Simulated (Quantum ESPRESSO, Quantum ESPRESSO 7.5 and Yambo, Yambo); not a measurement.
# SnGeH2 (chair-type functionalised monolayer): G0W0 with Yambo, start to end

Aim: the G0W0 gap of SnGeH2 (chair-type functionalised monolayer) on PBE, step by step.

Program: Quantum ESPRESSO 7.5 and Yambo 5.3.0. Level of theory: PBE and many-body steps on it, plane waves. Results are calculated unless marked as measured.

**1. The structure**

The cell holds 4 atoms: 1 Ge, 1 Sn and 2 H. Its edges and angles: a = 4.399 Å, b = 4.399 Å, c = 17.000 Å, α = 90.0°, β = 90.0°, γ = 120.0°. Vacuum lies along c.

The structure was relaxed with PBE. The runs that relaxed it are not among those shown.

**2. Ground state**

This step: Quantum ESPRESSO 7.5; DFT, PBE, plane waves, norm-conserving pseudopotentials.

The ground-state density comes first.

pw.in reads:

```
&control
  calculation = 'scf'
  prefix = 'x'
  outdir = 'o'
  pseudo_dir = 'pseudo'
/
&system
  ibrav = 0
  nat = 4
  ntyp = 3
  ecutwfc = 116.0
  nbnd = 29
  force_symmorphic = .true.
/
&electrons
  conv_thr = 1e-10
  electron_maxstep = 80
  mixing_beta = 0.5
/
ATOMIC_SPECIES
  Ge 72.63 Ge.upf
  Sn 118.71 Sn.upf
  H 1.008 H.upf
CELL_PARAMETERS angstrom
  4.3994631088 -0.0000000002 0.0000000000
  -2.1997315542 3.8100468153 0.0000000000
  0.0000000000 0.0000000000 17.0000000000
ATOMIC_POSITIONS crystal
  Ge 0.3333333333 0.6666666667 0.5282999711
  Sn 0.6666666667 0.3333333333 0.4825458173
  H 0.3333333333 0.6666666667 0.6197186829
  H 0.6666666667 0.3333333333 0.3803472934
K_POINTS automatic
  9 9 1 0 0 0
```

Command:

```bash
$ OMP_NUM_THREADS=1 mpirun -n 4 pw.x -nk 4 -in pw.in > pw.out
```

The program printed:

```text
Program PWSCF v.7.5 starts

     This program is part of the open-source Quantum ESPRESSO suite
     for quantum simulation of materials; please cite
         "P. Giannozzi et al., J. Phys.:Condens. Matter 21 395502 (2009);
         "P. Giannozzi et al., J. Phys.:Condens. Matter 29 465901 (2017);
         "P. Giannozzi et al., J. Chem. Phys. 152 154105 (2020);
     in publications or presentations arising from this work. More details at
     Message from routine setup:
     using ibrav=0 with symmetry is DISCOURAGED, use correct ibrav instead

     G-vector sticks info

     bravais-lattice index     =            0
     lattice parameter (alat)  =       8.3138  a.u.
     unit-cell volume          =    1922.9833 (a.u.)^3
     number of atoms/cell      =            4
     number of atomic types    =            3
     number of electrons       =        46.00
     number of Kohn-Sham states=           29
     kinetic-energy cutoff     =     116.0000  Ry
     charge density cutoff     =     464.0000  Ry
     scf convergence threshold =      1.0E-10
     mixing beta               =       0.5000
     number of iterations used =            8  plain     mixing
     Exchange-correlation= PBE
                           (   1   4   3   4   0   0   0)

     celldm(1)=   8.313780  celldm(2)=   0.000000  celldm(3)=   0.000000
     celldm(4)=   0.000000  celldm(5)=   0.000000  celldm(6)=   0.000000

     crystal axes: (cart. coord. in units of alat)
               a(1) = (   1.000000  -0.000000   0.000000 )
               a(2) = (  -0.500000   0.866025   0.000000 )
               a(3) = (   0.000000   0.000000   3.864108 )

     reciprocal axes: (cart. coord. in units 2 pi/alat)
               b(1) = (  1.000000  0.577350 -0.000000 )
               b(2) = (  0.000000  1.154701 -0.000000 )
               b(3) = ( -0.000000 -0.000000  0.258792 )
     Pseudo is Norm-conserving + core correction, Zval = 22.0
     Generated using ONCVPSP code by D. R. Hamann
     Using radial grid of 1560 points,  6 beta functions with:
     Pseudo is Norm-conserving + core correction, Zval = 22.0
     Generated using ONCVPSP code by D. R. Hamann
     Using radial grid of 1628 points,  6 beta functions with:
     Pseudo is Norm-conserving, Zval =  1.0
     Generated using ONCVPSP code by D. R. Hamann
     Using radial grid of 1166 points,  3 beta functions with:
     Ge               22.00    72.63000     Ge( 1.00)
     Sn               22.00   118.71000     Sn( 1.00)
     H                 1.00     1.00800     H ( 1.00)

      6 Sym. Ops. (no inversion) found

   Cartesian axes

     site n.     atom                  positions (alat units)
         1        Ge     tau(   1) = (  -0.0000000   0.5773503   2.0414081  )
         2        Sn     tau(   2) = (   0.5000000   0.2886751   1.8646091  )
         3        H      tau(   3) = (  -0.0000000   0.5773503   2.3946598  )
         4        H      tau(   4) = (   0.5000000   0.2886751   1.4697030  )

     number of k points=    12
                       cart. coord. in units 2pi/alat
        k(    1) = (   0.0000000   0.0000000   0.0000000), wk =   0.0246914
        k(    2) = (   0.0000000   0.1283001   0.0000000), wk =   0.1481481
        k(    3) = (   0.0000000   0.2566001   0.0000000), wk =   0.1481481
        k(    4) = (   0.0000000   0.3849002   0.0000000), wk =   0.1481481
        k(    5) = (   0.0000000   0.5132002   0.0000000), wk =   0.1481481
        k(    6) = (   0.1111111   0.1924501   0.0000000), wk =   0.1481481
        k(    7) = (   0.1111111   0.3207501   0.0000000), wk =   0.2962963
        k(    8) = (   0.1111111   0.4490502   0.0000000), wk =   0.2962963
        k(    9) = (   0.1111111   0.5773503   0.0000000), wk =   0.1481481
        k(   10) = (   0.2222222   0.3849002   0.0000000), wk =   0.1481481
        k(   11) = (   0.2222222   0.5132002   0.0000000), wk =   0.2962963
        k(   12) = (   0.3333333   0.5773503   0.0000000), wk =   0.0493827

     Dense  grid:   324761 G-vectors     FFT dimensions: (  60,  60, 225)

     Initial potential from superposition of free atoms

     starting charge      45.9976, renormalised to      46.0000
     Starting wfcs are   28 randomized atomic wfcs +    1 random wfcs

     per-process dynamical memory:   241.0 Mb

     Self-consistent Calculation

     iteration #  1     ecut=   116.00 Ry     beta= 0.50

     Threshold (ethr) on eigenvalues was too large:
     Diagonalizing with lowered threshold

     total energy              =   -1004.70972853 Ry
     estimated scf accuracy    <       0.14682508 Ry

     iteration #  2     ecut=   116.00 Ry     beta= 0.50

     total energy              =   -1004.71568573 Ry
     estimated scf accuracy    <       0.01782128 Ry

     iteration #  3     ecut=   116.00 Ry     beta= 0.50

     total energy              =   -1004.71636417 Ry
     estimated scf accuracy    <       0.00414000 Ry

     iteration #  4     ecut=   116.00 Ry     beta= 0.50

     total energy              =   -1004.71726849 Ry
     estimated scf accuracy    <       0.00081524 Ry

     iteration #  5     ecut=   116.00 Ry     beta= 0.50

     total energy              =   -1004.71740170 Ry
     estimated scf accuracy    <       0.00002709 Ry

     iteration #  6     ecut=   116.00 Ry     beta= 0.50

     total energy              =   -1004.71740435 Ry
     estimated scf accuracy    <       0.00000135 Ry

     iteration #  7     ecut=   116.00 Ry     beta= 0.50

     total energy              =   -1004.71740457 Ry
     estimated scf accuracy    <       0.00000011 Ry

     iteration #  8     ecut=   116.00 Ry     beta= 0.50

     total energy              =   -1004.71740459 Ry
     estimated scf accuracy    <          6.6E-09 Ry

     iteration #  9     ecut=   116.00 Ry     beta= 0.50

     total energy              =   -1004.71740459 Ry
     estimated scf accuracy    <          5.3E-10 Ry

     iteration # 10     ecut=   116.00 Ry     beta= 0.50

     End of self-consistent calculation

          k = 0.0000 0.0000 0.0000 ( 40605 PWs)   bands (ev):

  -165.0193-130.8570-112.1652-112.1652-112.1133 -86.6486 -86.6486 -86.6001
   -25.9018 -25.9018 -25.8852 -25.8502 -25.8502 -22.8675 -22.8559 -22.8559
   -22.7890 -22.7890 -12.1057  -7.6911  -4.2690  -2.0029  -2.0029  -1.3943
     1.7708   1.7973   1.7973   2.3474   3.3315

          k = 0.0000 0.1283 0.0000 ( 40571 PWs)   bands (ev):

  -165.0193-130.8570-112.1652-112.1652-112.1133 -86.6486 -86.6486 -86.6001
   -25.9019 -25.9019 -25.8852 -25.8502 -25.8500 -22.8671 -22.8555 -22.8538
   -22.7898 -22.7894 -12.0004  -7.7181  -4.2879  -3.1765  -2.2267  -0.3244
     1.6165   1.8775   2.1882   2.5422   3.3437

          k = 0.0000 0.2566 0.0000 ( 40529 PWs)   bands (ev):

  -165.0193-130.8570-112.1652-112.1652-112.1133 -86.6486 -86.6486 -86.6001
   -25.9021 -25.9021 -25.8855 -25.8501 -25.8495 -22.8668 -22.8537 -22.8485
   -22.7918 -22.7904 -11.6940  -7.8693  -4.4605  -4.2210  -2.6745   0.0423
     1.9450   2.1783   3.0221   3.0508   3.3396

          k = 0.0000 0.3849 0.0000 ( 40573 PWs)   bands (ev):

     [... further k-points ...]

     highest occupied, lowest unoccupied level (ev):    -2.0029   -1.3943

!    total energy              =   -1004.71740459 Ry
     estimated scf accuracy    <          1.8E-11 Ry

     The total energy is the sum of the following terms:
     one-electron contribution =   -2581.63052949 Ry
     hartree contribution      =    1261.79939554 Ry
     xc contribution           =    -110.42298422 Ry
     ewald contribution        =     425.53671358 Ry

     convergence has been achieved in  10 iterations

     XML data file, charge density, pseudopotentials, collected wavefunctions

=------------------------------------------------------------------------------=
   JOB DONE.
=------------------------------------------------------------------------------=
```

Elapsed: 63 s, on 4 MPI ranks of Arm Neoverse V1, shared host; peak memory 1.5 GiB; 4.2 min of CPU time.

This step gave:

```yaml
total_energy: -13669.8767 eV
gap: 0.6086 eV
k_of_the_valence_top: 0, 0, 0
k_of_the_conduction_bottom: 0, 0, 0
least_direct_gap: 0.6086 eV
```

The gap is direct, at Γ.

**3. Bands along the symmetry lines**

The cheap functional maps the bands first; the places of the edges decide which points the dearer methods must see.

pw.in reads:

```
&control
  calculation = 'bands'
  prefix = 'x'
  outdir = 'o'
  pseudo_dir = 'pseudo'
/
&system
  ibrav = 0
  nat = 4
  ntyp = 3
  ecutwfc = 116.0
  nbnd = 29
  force_symmorphic = .true.
/
&electrons
  conv_thr = 1e-9
  electron_maxstep = 80
  diago_full_acc = .true.
  diago_thr_init = 5e-6
/
ATOMIC_SPECIES
  Ge 72.63 Ge.upf
  Sn 118.71 Sn.upf
  H 1.008 H.upf
CELL_PARAMETERS angstrom
  4.3994631088 -0.0000000002 0.0000000000
  -2.1997315542 3.8100468153 0.0000000000
  0.0000000000 0.0000000000 17.0000000000
ATOMIC_POSITIONS crystal
  Ge 0.3333333333 0.6666666667 0.5282999711
  Sn 0.6666666667 0.3333333333 0.4825458173
  H 0.3333333333 0.6666666667 0.6197186829
  H 0.6666666667 0.3333333333 0.3803472934
K_POINTS crystal
  25
  0.00000000 0.00000000 0.00000000 1
  0.06250000 0.00000000 0.00000000 1
  0.12500000 0.00000000 0.00000000 1
  0.18750000 0.00000000 0.00000000 1
  0.25000000 0.00000000 0.00000000 1
  0.31250000 0.00000000 0.00000000 1
  0.37500000 0.00000000 0.00000000 1
  0.43750000 0.00000000 0.00000000 1
  0.50000000 0.00000000 0.00000000 1
  0.47916667 0.04166667 0.00000000 1
  0.45833333 0.08333333 0.00000000 1
  0.43750000 0.12500000 0.00000000 1
  0.41666666 0.16666666 0.00000000 1
  0.39583333 0.20833333 0.00000000 1
  0.37500000 0.25000000 0.00000000 1
  0.35416666 0.29166666 0.00000000 1
  0.33333333 0.33333333 0.00000000 1
  0.29166666 0.29166666 0.00000000 1
  0.25000000 0.25000000 0.00000000 1
  0.20833333 0.20833333 0.00000000 1
  0.16666666 0.16666666 0.00000000 1
  0.12500000 0.12500000 0.00000000 1
  0.08333333 0.08333333 0.00000000 1
  0.04166667 0.04166667 0.00000000 1
  0.00000000 0.00000000 0.00000000 1
```

The program printed:

```text
[banner, memory and clock lines left out]
Program PWSCF v.7.5 starts

     Atomic positions and unit cell read from directory:
     o/x.save/

     Message from routine setup:
     using ibrav=0 with symmetry is DISCOURAGED, use correct ibrav instead

     G-vector sticks info

     bravais-lattice index     =            0
     lattice parameter (alat)  =       8.3138  a.u.
     unit-cell volume          =    1922.9833 (a.u.)^3
     number of atoms/cell      =            4
     number of atomic types    =            3
     number of electrons       =        46.00
     number of Kohn-Sham states=           29
     kinetic-energy cutoff     =     116.0000  Ry
     charge density cutoff     =     464.0000  Ry
     Exchange-correlation= PBE
                           (   1   4   3   4   0   0   0)

     celldm(1)=   8.313780  celldm(2)=   0.000000  celldm(3)=   0.000000
     celldm(4)=   0.000000  celldm(5)=   0.000000  celldm(6)=   0.000000

     crystal axes: (cart. coord. in units of alat)
               a(1) = (   1.000000  -0.000000   0.000000 )
               a(2) = (  -0.500000   0.866025   0.000000 )
               a(3) = (   0.000000   0.000000   3.864108 )

     reciprocal axes: (cart. coord. in units 2 pi/alat)
               b(1) = (  1.000000  0.577350 -0.000000 )
               b(2) = (  0.000000  1.154701 -0.000000 )
               b(3) = ( -0.000000 -0.000000  0.258792 )
     Pseudo is Norm-conserving + core correction, Zval = 22.0
     Generated using ONCVPSP code by D. R. Hamann
     Using radial grid of 1560 points,  6 beta functions with:
     Pseudo is Norm-conserving + core correction, Zval = 22.0
     Generated using ONCVPSP code by D. R. Hamann
     Using radial grid of 1628 points,  6 beta functions with:
     Pseudo is Norm-conserving, Zval =  1.0
     Generated using ONCVPSP code by D. R. Hamann
     Using radial grid of 1166 points,  3 beta functions with:
     Ge               22.00    72.63000     Ge( 1.00)
     Sn               22.00   118.71000     Sn( 1.00)
     H                 1.00     1.00800     H ( 1.00)

      6 Sym. Ops. (no inversion) found

   Cartesian axes

     site n.     atom                  positions (alat units)
         1        Ge     tau(   1) = (  -0.0000000   0.5773503   2.0414081  )
         2        Sn     tau(   2) = (   0.5000000   0.2886751   1.8646091  )
         3        H      tau(   3) = (  -0.0000000   0.5773503   2.3946598  )
         4        H      tau(   4) = (   0.5000000   0.2886751   1.4697030  )

     number of k points=    25
                       cart. coord. in units 2pi/alat
        k(    1) = (   0.0000000   0.0000000   0.0000000), wk =   0.0800000
        k(    2) = (   0.0625000   0.0360844   0.0000000), wk =   0.0800000
        k(    3) = (   0.1250000   0.0721688   0.0000000), wk =   0.0800000
[...]
[... 13 further rows ...]
        k(   24) = (   0.0416667   0.0721688   0.0000000), wk =   0.0800000
        k(   25) = (   0.0000000   0.0000000   0.0000000), wk =   0.0800000

     Dense  grid:   324761 G-vectors     FFT dimensions: (  60,  60, 225)

     The potential is recalculated from file :
     o/x.save/charge-density

     Starting wfcs are   28 randomized atomic wfcs +    1 random wfcs

     Band Structure Calculation

     End of band structure calculation

          k = 0.0000 0.0000 0.0000 ( 40605 PWs)   bands (ev):

  -165.0193-130.8570-112.1652-112.1652-112.1133 -86.6486 -86.6486 -86.6000
   -25.9017 -25.9017 -25.8852 -25.8502 -25.8502 -22.8675 -22.8559 -22.8559
   -22.7890 -22.7890 -12.1057  -7.6911  -4.2690  -2.0029  -2.0029  -1.3943
     1.7708   1.7973   1.7973   2.3473   3.3277

          k = 0.0625 0.0361 0.0000 ( 40597 PWs)   bands (ev):

  -165.0193-130.8570-112.1652-112.1652-112.1133 -86.6486 -86.6486 -86.6000
   -25.9018 -25.9018 -25.8852 -25.8502 -25.8502 -22.8674 -22.8558 -22.8552
[...]
1.6871   1.8156   1.9285   2.4256   3.3393

          k = 0.1250 0.0722 0.0000 ( 40563 PWs)   bands (ev):

  -165.0193-130.8570-112.1652-112.1652-112.1133 -86.6486 -86.6486 -86.6000
[...]
1.6219   1.9018   2.2815   2.5808   3.3431

[...]
k = 0.0417 0.0722 0.0000 ( 40583 PWs)   bands (ev):

  -165.0193-130.8570-112.1652-112.1652-112.1133 -86.6486 -86.6486 -86.6000
[...]
1.6580   1.8223   1.9808   2.4458   3.3409

          k = 0.0000 0.0000 0.0000 ( 40605 PWs)   bands (ev):

  -165.0193-130.8570-112.1652-112.1652-112.1133 -86.6486 -86.6486 -86.6000
   -25.9017 -25.9017 -25.8852 -25.8502 -25.8502 -22.8675 -22.8559 -22.8559
   -22.7890 -22.7890 -12.1057  -7.6911  -4.2690  -2.0029  -2.0029  -1.3943
     1.7708   1.7973   1.7973   2.3473   3.3277

     XML data file, pseudopotentials, collected wavefunctions
```

The job ended after 32 s (4 MPI ranks; peak memory 1.1 GiB).

Numbers from this step:

| Property | Result |
| --- | --- |
| gap | 0.6086 eV |
| k of the valence top | 0, 0, 0 |
| k of the conduction bottom | 0, 0, 0 |
| least direct gap | 0.6086 eV |

The gap is 0.609 eV, as in the run before at this level.

The electronic bands at the labelled points (eV, zero at the top of the highest filled band):

```csv
point,band 20,band 21,band 22,band 23,band 24,band 25,band 26,band 27
Γ,-5.69,-2.27,0.00,0.00,0.61,3.77,3.80,3.80
halfway,-5.94,-2.62,-2.29,-0.78,2.01,4.00,4.26,5.20
M,-6.90,-3.25,-2.52,-1.31,1.75,3.68,4.42,6.06
halfway,-7.00,-3.15,-2.56,-2.09,3.12,3.83,4.57,4.99
K,-7.19,-2.95,-2.73,-2.59,4.19,4.20,4.20,5.69
halfway,-6.07,-2.73,-2.38,-1.33,3.13,3.58,4.16,4.98
Γ,-5.69,-2.27,0.00,0.00,0.61,3.77,3.80,3.80
```

The electronic bands as a text plot (rows in eV, shown from -8.0 to 4.4 only):

```
    4.1 |+++++++++++++++++          +++++++++++++++++++++++++++++
    3.6 |+++++++++        ++++++++++++           ++++++++++++++++
    3.1 |                          +                +++
    2.5 |                        ++                    +++
    2.0 |    +++++++++++++    +++                         +++
    1.5 |                 ++++                               +++
    1.0 | +++
    0.5 |+                                                      +
    0.0 |******                                              ****
   -0.5 | ***  ******                                     ******
   -1.1 |            *******                           ***
   -1.6 |    **             *****                ******   ***
   -2.1 |************            *****        ***      **********
   -2.6 |      *******************************************
   -3.1 |            *******************************
   -3.6 |
   -4.1 |
   -4.7 |
   -5.2 |
   -5.7 |*********                                     **********
   -6.2 |         *****                          ******
   -6.7 |              ************           ***
   -7.2 |                          ***********
   -7.7 |
         Γ                   M           K                      Γ
```

(Part 1 of 3 ends here.)

[Paths, hosts, dates, memory and timing lines, banners, echoed tables and standing remarks are left out of the program output.]

[Logs are printed without paths, hosts, clocks, repeated set-up lines and the standing remarks that a program may print on its own settings, such as how far it seeks lower states.]

[Runs of the session that timed out or met a known fault of the program may be left out.]

[Hosts, paths, dates, database ids (printed as entryN), source tags and the programs' standing remarks are cut or masked in the printed files.]
